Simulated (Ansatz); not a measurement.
**4-layer 1T-SnS2 (AA) in a perpendicular field**

Aim: how the 4-layer 1T-SnS2 (AA) screens a field along its normal, and what the field does to its bands. A positive field points along +c.

Calculated with Ansatz 0.2.0; plane-wave DFT, PBE-D3(BJ), Ansatz PAW (set soft_1); PAW set soft_1.

## (1) The starting structure

The cell holds 12 atoms: 8 S and 4 Sn. Its edges and angles: a = 3.700 Å, b = 3.700 Å, c = 63.561 Å, α = 90.0°, β = 90.0°, γ = 120.0°. Regions: layer 1: 1T-SnS2, 3 atoms (2 S and 1 Sn); layer 2: 1T-SnS2, 3 atoms (2 S and 1 Sn); layer 3: 1T-SnS2, 3 atoms (2 S and 1 Sn); layer 4: 1T-SnS2, 3 atoms (2 S and 1 Sn). Vacuum lies along c.

As a file:

```cif
data_structure
_symmetry_space_group_name_H-M 'P 1'
_symmetry_Int_Tables_number 1
_cell_length_a 3.7000
_cell_length_b 3.7000
_cell_length_c 63.5607
_cell_angle_alpha 90.000
_cell_angle_beta 90.000
_cell_angle_gamma 120.000
_cell_volume 753.57
loop_
_atom_site_label
_atom_site_type_symbol
_atom_site_fract_x
_atom_site_fract_y
_atom_site_fract_z
_atom_site_occupancy
S1 S 0.66667 0.33333 0.37209 1
Sn2 Sn 0.00000 0.00000 0.38636 1
S3 S 0.33333 0.66667 0.40064 1
S4 S 0.66667 0.33333 0.44784 1
Sn5 Sn 0.00000 0.00000 0.46212 1
S6 S 0.33333 0.66667 0.47640 1
S7 S 0.66667 0.33333 0.52360 1
Sn8 Sn 0.00000 0.00000 0.53788 1
S9 S 0.33333 0.66667 0.55216 1
S10 S 0.66667 0.33333 0.59936 1
Sn11 Sn 0.00000 0.00000 0.61364 1
S12 S 0.33333 0.66667 0.62791 1
```

## (2) Relaxing the slab

The starting cell is a guess, so the in-plane lattice and the atoms are relaxed first, with the slab cut off from its images along the normal.

Contents of input.yaml:

```yaml
crystal:
  lattice:
    - [3.7, 0.0, 0.0]
    - [-1.85, 3.204293994, 0.0]
    - [0.0, 0.0, 63.5606673732]
  atoms:
    - { symbol: S, position: [0.6666666667, 0.3333333333, 0.3720854575] }
    - { symbol: Sn, position: [0.0, 0.0, 0.3863644678] }
    - { symbol: S, position: [0.3333333333, 0.6666666667, 0.4006434781] }
    - { symbol: S, position: [0.6666666667, 0.3333333333, 0.447842479] }
    - { symbol: Sn, position: [0.0, 0.0, 0.4621214892] }
    - { symbol: S, position: [0.3333333333, 0.6666666667, 0.4764004995] }
    - { symbol: S, position: [0.6666666667, 0.3333333333, 0.5235995005] }
    - { symbol: Sn, position: [0.0, 0.0, 0.5378785108] }
    - { symbol: S, position: [0.3333333333, 0.6666666667, 0.552157521] }
    - { symbol: S, position: [0.6666666667, 0.3333333333, 0.5993565219] }
    - { symbol: Sn, position: [0.0, 0.0, 0.6136355322] }
    - { symbol: S, position: [0.3333333333, 0.6666666667, 0.6279145425] }
  periodic: [true, true, false]
kpoints:
  mp_grid: { grid: [12, 12, 1] }
hamiltonian:
  xc: pbe
  dispersion: d3bj
  pseudopotentials: { kind: paw, azcp: { folder: soft_1 } }
scf:
  occupations: { method: fermi_dirac, width: 0.05 }
  convergence: { dr2_threshold: 1.0e-09 }
relax:
  f_tol: 0.004
  max_steps: 90
  cell: {}
output:
  write_potential: true
  write_density: true
  volumetric_format: npy
```

Launch:

```
> ansatz run input.yaml --threads 4 --pin off --max-ram 8192MiB --backend cpu --events-out ev --progress --plain --runs-dir out
```

Numbers of over 12 decimals in the logs are rounded to 6 here.

What it wrote:

```text
Warning: relax.cell: scf.convergence.dr2_threshold = 1e-9 eV is looser than the 1.74008205529e-10 eV advised for a relaxation that steers and ends on the stress (1e-10 eV for each atom of the cell: 12, times the square of relax.cell.stress_2d_tol = 0.05 N/m over 26.3 Å (the atoms' height at the walk's start and 5 Å past either face), 1.904e-2 GPa, over a crystal's default 0.05). What an SCF threshold leaves in a stress goes as its square root, and in the free energy as the threshold itself, and one threshold admits the most on a small cell: [figures from the program's tests cut] Set scf.convergence.dr2_threshold to 1.74008205529e-10 eV or tighter. [rest of the remark cut]
Engine: ansatz 0.2.0, x86_64-unknown-linux-gnu
Pseudopotentials: kind: paw
Pseudopotential: S, paw, valence charge 6, recommended cutoff 420 eV (normal), soft_1/S.paw.azcp
Pseudopotential: Sn, paw, valence charge 14, recommended cutoff 420 eV (normal), soft_1/Sn.paw.azcp
Functional definition: PBE
  parameter kappa = 0.804
  parameter beta = 0.066725
  exchange = pbe_x(kappa = kappa, mu = beta*pi^2/3)
  correlation = pbe_c(beta = beta)
Crystal: 12 atoms, lattice volume = 753.568 Å³
Basis set: ecut = 420 eV, 14769 PW (Γ), exchange–correlation on 50×50×864 points (8 copies of the dense FFT grid, shifted against one another)
Bands: 64, of which v1, the nominal top of the filled ones, is band 52 counted from 1 (51 counted from 0)
Symmetry: 12 space group operations
Space group: P-3m1 (ITA 164), of the structure as read, at distance tolerance 9.1e-5 Å
k-points: 19 of 144
Non-local potential: S, projectors of the file, l = 0: 2, l = 1: 2, l = 2: 1
Non-local potential: Sn, projectors of the file, l = 0: 2, l = 1: 2, l = 2: 2, l = 3: 1
PAW form: soft (Blöchl's): semilocal exchange-correlation on the pseudo side does not see the compensation charge
PAW one-centre angular grid: S, 110 points (default); XC on 64 Gauss nodes
PAW one-centre angular grid: Sn, 590 points (default); XC on 64 Gauss nodes
Initial density: superposition of atomic densities (neutral atoms: chi_scale 0, normalization atom)
Initial wavefunctions: pseudopotential atomic-orbital guess
Functional: x = pbe(κ = 0.804, μ = 0.219515), c = pbe(β = 0.066725)
SCF iter   1: F=—  HF=-31310.925971 eV  |F-HF|=—  |Δ(HF+E_count)|=         —  Δρ=3.14e-2  dr2=9.82e0  ethr=3.10e-3  ⟨swp⟩=20.2  Hψ=10622  notcnv=0  defer=21
preconditioner: auto → Resta (q_TF=auto, 1.961 Å⁻¹)  ε∞=1.7  [insulator: Δε(μ)=1.881 eV  Ē_g=16.255 eV  σ=0.050 eV  W_gap=1.00  n_scr=44 (ndim 8)  ℏωp=13.8 eV  f_vac=0.685  D(μ)=0.00/eV (n_scr^D=0)  ε∞_Penn≈1.7  vacuum switching on, ρ_ref=1.9e-2 e/Å³]
SCF iter   2: F=—  HF=-31307.734058 eV  |F-HF|=—  |Δ(HF+E_count)|=    3.19e0  Δρ=1.14e-2  dr2=6.36e-1  ethr=3.10e-3  ⟨swp⟩=4.5  Hψ=3153  notcnv=0  defer=116
SCF iter   3: F=—  HF=-31307.705899 eV  |F-HF|=—  |Δ(HF+E_count)|=   2.82e-2  Δρ=4.18e-3  dr2=7.25e-2  ethr=6.12e-4  ⟨swp⟩=3.9  Hψ=2618  notcnv=0  defer=116
SCF iter   4: F=—  HF=-31307.726103 eV  |F-HF|=—  |Δ(HF+E_count)|=   2.02e-2  Δρ=1.25e-3  dr2=8.63e-2  ethr=6.98e-5  ⟨swp⟩=4.4  Hψ=3065  notcnv=0  defer=116
SCF iter   5: F=—  HF=-31307.711499 eV  |F-HF|=—  |Δ(HF+E_count)|=   1.46e-2  Δρ=4.18e-4  dr2=1.18e-3  ethr=6.98e-5  ⟨swp⟩=3.4  Hψ=1831  notcnv=0  defer=116
SCF iter   6: F=—  HF=-31307.711711 eV  |F-HF|=—  |Δ(HF+E_count)|=   2.11e-4  Δρ=1.62e-4  dr2=2.52e-4  ethr=1.14e-6  ⟨swp⟩=4.4  Hψ=3620  notcnv=0  defer=112
SCF iter   7: F=—  HF=-31307.711770 eV  |F-HF|=—  |Δ(HF+E_count)|=   5.96e-5  Δρ=6.78e-5  dr2=7.33e-5  ethr=2.43e-7  ⟨swp⟩=3.1  Hψ=2466  notcnv=0  defer=112
SCF iter   8: F=—  HF=-31307.711804 eV  |F-HF|=—  |Δ(HF+E_count)|=   3.36e-5  Δρ=3.98e-5  dr2=4.25e-5  ethr=7.05e-8  ⟨swp⟩=4.1  Hψ=2914  notcnv=0  defer=112
SCF iter   9: F=—  HF=-31307.711798 eV  |F-HF|=—  |Δ(HF+E_count)|=   6.17e-6  Δρ=2.02e-5  dr2=3.15e-6  ethr=4.08e-8  ⟨swp⟩=2.9  Hψ=1710  notcnv=0  defer=112
SCF iter  10: F=—  HF=-31307.712011 eV  |F-HF|=—  |Δ(HF+E_count)|=   2.13e-4  Δρ=5.12e-6  dr2=3.12e-7  ethr=3.02e-9  ⟨swp⟩=3.2  Hψ=2983  notcnv=0  defer=112
SCF iter  11: F=—  HF=-31307.712011 eV  |F-HF|=—  |Δ(HF+E_count)|=   3.18e-8  Δρ=1.81e-6  dr2=3.19e-8  ethr=3.00e-10  ⟨swp⟩=3.4  Hψ=2747  notcnv=0  defer=112
SCF iter  12: F=—  HF=-31307.712011 eV  |F-HF|=—  |Δ(HF+E_count)|=   3.29e-9  Δρ=5.86e-7  dr2=6.06e-9  ethr=3.06e-11  ⟨swp⟩=3.3  Hψ=2880  notcnv=0  defer=112
SCF iter  13: F=-31307.712011 eV  HF=-31307.712011 eV  |F-HF|=3.09e-10  |Δ(HF+E_count)|=  3.06e-10  Δρ=1.82e-7  dr2=6.98e-10  ethr=1.00e-12  ⟨swp⟩=12.1  Hψ=12185  notcnv=0
SCF 1 converged in 13 iterations: F = -31307.712011 eV  dr2 = 6.98e-10
  greatest PAW one-centre occupation: 0.994 electrons in one spin orbital (limit 2), on the Sn atom at site 7 (counted from 0), in its partial waves of l = 2
relax step   1: F+E_penalty+E_count = -31307.71201052 eV  Δ(F+E_penalty+E_count) = +0.000e0 eV  max|allowed force component| = 6.116e0 eV/Å  Δτ_max = 0.0000 Å  P = +98.469 N/m  Ω = 753.568 Å³  fix = [c, alpha, beta]  reactions: c +0.000 N/m  (13 SCF iters, accepted)
Crystal: 12 atoms, lattice volume = 792.897 Å³
Basis set: ecut = 420 eV, 15525 PW (Γ), exchange–correlation on 50×50×864 points (8 copies of the dense FFT grid, shifted against one another)
Initial density: handed on by an earlier stage of this run
Initial wavefunctions: those handed on with the density
iter 1 solved again at ethr=7.17e-4 eV; its pass at ethr=3.10e-3 eV (dr2=7.46e-1 eV) is discarded
SCF iter   1: F=—  HF=-31317.258721 eV  |F-HF|=—  |Δ(HF+E_count)|=         —  Δρ=7.77e-3  dr2=7.43e-1  ethr=7.17e-4  ⟨swp⟩=4.6  Hψ=9675  notcnv=0  defer=14
preconditioner: auto → Resta (q_TF=auto, 1.945 Å⁻¹)  ε∞=1.7  [insulator: Δε(μ)=0.583 eV  Ē_g=15.886 eV  σ=0.050 eV  W_gap=0.99  n_scr=80 (ndim 8)  ℏωp=13.4 eV  f_vac=0.683  D(μ)=0.01/eV (n_scr^D=0)  ε∞_Penn≈1.7  vacuum switching on, ρ_ref=1.8e-2 e/Å³]
SCF iter   2: F=—  HF=-31317.069132 eV  |F-HF|=—  |Δ(HF+E_count)|=   1.90e-1  Δρ=3.27e-3  dr2=4.79e-2  ethr=7.15e-4  ⟨swp⟩=5.7  Hψ=2792  notcnv=0  defer=30
SCF iter   3: F=—  HF=-31317.076826 eV  |F-HF|=—  |Δ(HF+E_count)|=   7.69e-3  Δρ=1.53e-3  dr2=3.38e-2  ethr=4.61e-5  ⟨swp⟩=4.2  Hψ=3051  notcnv=0  defer=85
SCF iter   4: F=—  HF=-31317.076040 eV  |F-HF|=—  |Δ(HF+E_count)|=   7.86e-4  Δρ=9.05e-4  dr2=1.91e-2  ethr=3.25e-5  ⟨swp⟩=3.1  Hψ=1859  notcnv=0  defer=102
SCF iter   5: F=—  HF=-31317.074392 eV  |F-HF|=—  |Δ(HF+E_count)|=   1.65e-3  Δρ=3.09e-4  dr2=1.98e-3  ethr=1.83e-5  ⟨swp⟩=2.4  Hψ=1522  notcnv=0  defer=102
[...]
relax step  14: F+E_penalty+E_count = -31321.66341049 eV  Δ(F+E_penalty+E_count) = -3.605e-3 eV  max|allowed force component| = 9.483e-3 eV/Å  Δτ_max = 0.1096 Å  P = +0.070 N/m  Ω = 740.500 Å³  energy of the carried Pulay correction = +5.786e-4 eV  fix = [c, alpha, beta]  reactions: c +0.000 N/m  (11 SCF iters, accepted)
relax step  15: F+E_penalty+E_count = -31321.66335813 eV  Δ(F+E_penalty+E_count) = +5.236e-5 eV  max|allowed force component| = 6.263e-3 eV/Å  Δτ_max = 0.0224 Å  P = +0.043 N/m  Ω = 740.568 Å³  energy of the carried Pulay correction = +5.755e-4 eV  fix = [c, alpha, beta]  (9 SCF iters, rejected (line search))
relax step  16: F+E_penalty+E_count = -31321.66351024 eV  Δ(F+E_penalty+E_count) = -9.975e-5 eV  max|allowed force component| = 1.480e-3 eV/Å  Δτ_max = 0.0111 Å  P = +0.007 N/m  Ω = 740.776 Å³  energy of the carried Pulay correction = +5.662e-4 eV  fix = [c, alpha, beta]  reactions: c +0.000 N/m  (9 SCF iters, accepted)
relax step  17: F+E_penalty+E_count = -31321.66351929 eV  Δ(F+E_penalty+E_count) = -9.056e-6 eV  max|allowed force component| = 1.093e-3 eV/Å  Δτ_max = 0.0048 Å  P = +0.006 N/m  Ω = 740.684 Å³  energy of the carried Pulay correction = +5.703e-4 eV  fix = [c, alpha, beta]  reactions: c +0.000 N/m  (8 SCF iters, accepted)
Initial wavefunctions: pseudopotential atomic-orbital guess (no wavefunctions were taken with the density)
iter 1 solved again at ethr=4.22e-7 eV; its pass at ethr=3.10e-3 eV (dr2=4.39e-4 eV) is discarded
SCF iter   1: F=—  HF=-31321.662950 eV  |F-HF|=—  |Δ(HF+E_count)|=         —  Δρ=6.71e-6  dr2=9.14e-8  ethr=4.22e-7  ⟨swp⟩=6.6  Hψ=14853  notcnv=0  defer=3
eigensolver tolerance schedule: the retry pair's looser diagonalisation over-reported the residual by 4801.79 of it (diagonalisation noise at 1.89 of the residual, at the tolerance the schedule requests for it); recorded, not acted on — ethr = c·dr2/N_el stays at c = 1.0e-1
preconditioner: auto → Resta (q_TF=auto, 1.967 Å⁻¹)  ε∞=1.8  [insulator: Δε(μ)=1.400 eV  Ē_g=15.512 eV  σ=0.050 eV  W_gap=1.00  n_scr=38 (ndim 8)  ℏωp=13.9 eV  f_vac=0.626  D(μ)=0.00/eV (n_scr^D=0)  ε∞_Penn≈1.8  vacuum switching on, ρ_ref=1.7e-2 e/Å³]
SCF iter   2: F=—  HF=-31321.663163 eV  |F-HF|=—  |Δ(HF+E_count)|=   2.13e-4  Δρ=3.86e-6  dr2=6.95e-8  ethr=8.78e-11  ⟨swp⟩=5.8  Hψ=4729  notcnv=0
SCF iter   3: F=—  HF=-31321.663163 eV  |F-HF|=—  |Δ(HF+E_count)|=   2.08e-8  Δρ=1.86e-6  dr2=3.35e-8  ethr=6.68e-11  ⟨swp⟩=3.4  Hψ=2681  notcnv=0
SCF iter   4: F=—  HF=-31321.663163 eV  |F-HF|=—  |Δ(HF+E_count)|=   1.39e-8  Δρ=1.04e-6  dr2=5.79e-8  ethr=3.22e-11  ⟨swp⟩=2.9  Hψ=1936  notcnv=0
SCF iter   5: F=—  HF=-31321.663163 eV  |F-HF|=—  |Δ(HF+E_count)|=   5.13e-9  Δρ=4.20e-7  dr2=2.40e-9  ethr=3.22e-11  ⟨swp⟩=2.3  Hψ=1599  notcnv=0
SCF iter   6: F=-31321.663163 eV  HF=-31321.663163 eV  |F-HF|=1.02e-10  |Δ(HF+E_count)|=  8.00e-11  Δρ=1.51e-7  dr2=9.02e-10  ethr=1.00e-12  ⟨swp⟩=20.9  Hψ=11976  notcnv=0
SCF 18 converged in 6 iterations: F = -31321.663163 eV  dr2 = 9.02e-10
relax step  18: F+E_penalty+E_count = -31321.66316319 eV  Δ(F+E_penalty+E_count) = +3.561e-4 eV  max|allowed force component| = 1.105e-3 eV/Å  Δτ_max = 0.0000 Å  P = -0.011 N/m  Ω = 740.684 Å³  fix = [c, alpha, beta]  reactions: c -0.000 N/m  stress off target by 1.13e-2 N/m on what of the cell is left free  SCF on the basis re-selected at this cell (its energy is not comparable with the rows above)  (6 SCF iters)
basis re-selected at this cell: Δ(F+E_penalty+E_count) = +3.561e-4 eV, ΔP = -0.017 N/m vs the last step (what re-selecting the basis moved, of the pressure what is left beyond the Pulay correction that the steps carried, after the strain that the cell walked since its last selection, with what the two solves' SCF thresholds leave and, on support functions, any second-order correction that the steps lacked; it is no m [...]
WARN: The input density's exchange-correlation potential varies sharply where the density is thin. Do not read a vacuum level from v_tot or v_xc, or from such a field of the output density. On a cell that repeats whose density bears no net charge and no dipole along the vacuum's axis use v_es (v_loc + v_h of the components); under efield.dipole_correction with no amplitude use v_es + v_field, which holds any external [...]
SCF converged after 6 iterations
Free energy (F): -31321.663163 eV
Harris-Foulkes:  -31321.663163 eV  (|F-HF|=1.02e-10)
Internal energy: -31321.663163 eV  (E = F + TS)
E sigma→0 (E₀):  -31321.663163 eV
Entropy (-TS):   -0.000000 eV (-0.000 meV/atom)
Fermi energy:    -5.898934 eV
--- Per-component energies (eV) ---
  E_band       = -1838.520030
  E_kinetic    = 1516.115876
  E_local      = -702050.382207  (includes V_loc(G=0)·N_el)
  E_nonlocal   = 857.683966
  E_hartree    = 350100.273129
  E_xc         = -1209.504881
  E_vxc        = -976.618489  (∫ρ·V_xc dr)
  E_paw        = -22356.405247  (= ΣΔE_a)
  E_vpaw       = -1385.866399  (= ΣTr[D̂ρ^β])
  E_aug_tail   = 0.001177  (compensation charges beyond the density's cutoff)
  E_ewald      = 341824.186278
  E_disp       = -3.631254  (pairwise vdW)
  E_smearing   = -0.000000  (= −TS)
  E_closure    = -0.000000  (closes the sum)
  Σ components = -31321.663163   (vs F -31321.663163, Δ=0.00e0)
--- Forces (eV/Å), atoms counted from 1 ---
  atom   1  S     -0.00000000     0.00000000     0.00052221
  atom   2  Sn    -0.00000000    -0.00000000     0.00003136
  atom   3  S     -0.00000000    -0.00000000    -0.00072115
  atom   4  S      0.00000000     0.00000000     0.00110505
  atom   5  Sn    -0.00000000    -0.00000000     0.00011866
  atom   6  S     -0.00000000    -0.00000000    -0.00076356
  atom   7  S     -0.00000000     0.00000000     0.00076356
  atom   8  Sn     0.00000000     0.00000000    -0.00011866
  atom   9  S      0.00000000    -0.00000000    -0.00110505
  atom  10  S     -0.00000000     0.00000000     0.00072115
  atom  11  Sn     0.00000000     0.00000000    -0.00003136
  atom  12  S      0.00000000    -0.00000000    -0.00052221
  max |Σ_I F_I| component: 3.76e-17 eV/Å
--- 2D stress c σ (N/m, compression-positive) ---
       -0.011276      -0.000000       0.000000
       -0.000000      -0.011276       0.000000
        0.000000       0.000000      -0.000000
  P = ½ c Tr σ = -0.0113 N/m
--- Band table (eV; the first three rows and the last of 19) ---
  k-point 0: bands = [... 48 lower, -6.8705, -6.8465, -6.8465, -6.7580, -4.6904, -4.3631, -3.9733, -3.6790, ... 8 higher]
  k-point 1: bands = [... 48 lower, -6.8574, -6.7985, -6.7682, -6.6848, -4.2674, -4.0667, -3.8271, -3.6580, ... 8 higher]
  k-point 2: bands = [... 48 lower, -6.8497, -6.7703, -6.7232, -6.6773, -4.0088, -3.9080, -3.7879, -3.6895, ... 8 higher]
  k-point 18: bands = [... 48 lower, -7.2669, -7.2669, -6.9930, -6.9930, -4.6041, -4.3273, -3.9843, -3.7061, ... 8 higher]
  the weakly bound empty levels are not read free of the cell's end (no_gap_told)
--- Relaxed structure (17 steps of the walk, 15 accepted, 1 SCFs on fresh bases) ---
  F+E_penalty+E_count = -31321.66316319 eV   max|allowed force component| = 1.105e-3 eV/Å   (the final SCF, on the basis selected at the relaxed cell)
  cell:  # Å, volume = 740.6839 Å³
    - [3.668233, 0.0, 0]
    - [-1.834117, 3.176783, 0]
    - [0, 0, 63.5606673732]
  atoms:
    - { symbol: S, position: [0.666667, 0.333333, 0.339508] }
    - { symbol: Sn, position: [-2.992422067135685e-17, 0, 0.362829] }
    - { symbol: S, position: [0.333333, 0.666667, 0.386112] }
    - { symbol: S, position: [0.666667, 0.333333, 0.431006] }
    - { symbol: Sn, position: [-9.976495988928132e-18, 0, 0.454275] }
    - { symbol: S, position: [0.333333, 0.666667, 0.477544] }
    - { symbol: S, position: [0.666667, 0.333333, 0.522456] }
    - { symbol: Sn, position: [9.976495988928137e-18, 0, 0.545725] }
    - { symbol: S, position: [0.333333, 0.666667, 0.568994] }
    - { symbol: S, position: [0.666667, 0.333333, 0.613888] }
    - { symbol: Sn, position: [2.9924220671356843e-17, 0, 0.637171] }
    - { symbol: S, position: [0.333333, 0.666667, 0.660492] }
```

It took 3 min on 4 threads of Intel Xeon Platinum 8559C (Emerald Rapids), shared host; peak memory 1.8 GiB.

Relaxation path:

| step | energy less that of the first step (eV) | largest force component (eV/Å) | volume (Å³) |
| --- | --- | --- | --- |
| 1 | 0.0000 | 6.1160 | 753.57 |
| 2 | -9.3625 | 3.1926 | 792.90 |
| 3 | -12.5332 | 1.4965 | 787.69 |
| 4 | -13.2173 | 0.3211 | 776.22 |
| 5 | -13.4133 | 0.1584 | 776.69 |
| 6 | -13.5719 | 0.1572 | 771.10 |
| 7 | -13.7079 | 0.1112 | 762.38 |
| 8 | -13.8104 | 0.0718 | 753.51 |
| 9 | -13.8819 | 0.0528 | 746.93 |
| 10 | -13.9248 | 0.1009 | 746.64 |
| 11 | -13.8893 | 0.3571 | 731.68 |
| 12 | -13.9394 | 0.0432 | 744.20 |
| 13 | -13.9478 | 0.0120 | 742.08 |
| 14 | -13.9514 | 0.0095 | 740.50 |
| 15 | -13.9513 | 0.0063 | 740.57 |
| 16 | -13.9515 | 0.0015 | 740.78 |
| 17 | -13.9515 | 0.0011 | 740.68 |
| 18* | -13.9512 | 0.0011 | 740.68 |

Relaxation steps marked * repeat the geometry before them on a plane-wave basis chosen anew for their cell, so energy and pressure can jump there. Relaxation steps 11, 15 were tried and not accepted.

The run keeps the 12 symmetry operations that it works with, so distortions that break them were not tested.

| cell as run | before | after | change |
| --- | --- | --- | --- |
| a (Å) | 3.700 | 3.668 | -0.9 % |
| b (Å) | 3.700 | 3.668 | -0.9 % |

The atoms that moved most (Å, along periodic axes as changes of fractional coordinates times the final cell, across vacuum about the mean position):

| atom | dx | dy | dz | length |
| --- | --- | --- | --- | --- |
| S12 | 0.000 | 0.000 | 2.071 | 2.071 |
| S1 | 0.000 | 0.000 | -2.071 | 2.071 |
| Sn2 | 0.000 | 0.000 | -1.496 | 1.496 |
| Sn11 | 0.000 | 0.000 | 1.496 | 1.496 |
| S4 | 0.000 | 0.000 | -1.070 | 1.070 |
| S9 | 0.000 | 0.000 | 1.070 | 1.070 |
| S10 | 0.000 | 0.000 | 0.924 | 0.924 |
| S3 | 0.000 | 0.000 | -0.924 | 0.924 |

The lattice constant a goes from 3.700 to 3.668 Å.

(Part 1 of 2 ends here.)

[Logs are printed without paths, hosts, clocks, repeated set-up lines and the standing remarks that a program may print on its own settings, such as how far it seeks lower states.]

[Hosts, paths, dates, database ids (printed as entryN), source tags and the programs' standing remarks are cut or masked in the printed files.]

[Maps of the electrostatic potential energy from Ansatz leave out the sawtooth potential of an applied field or a dipole correction, so their vacuum need not be flat; planar profiles and work functions include it.]
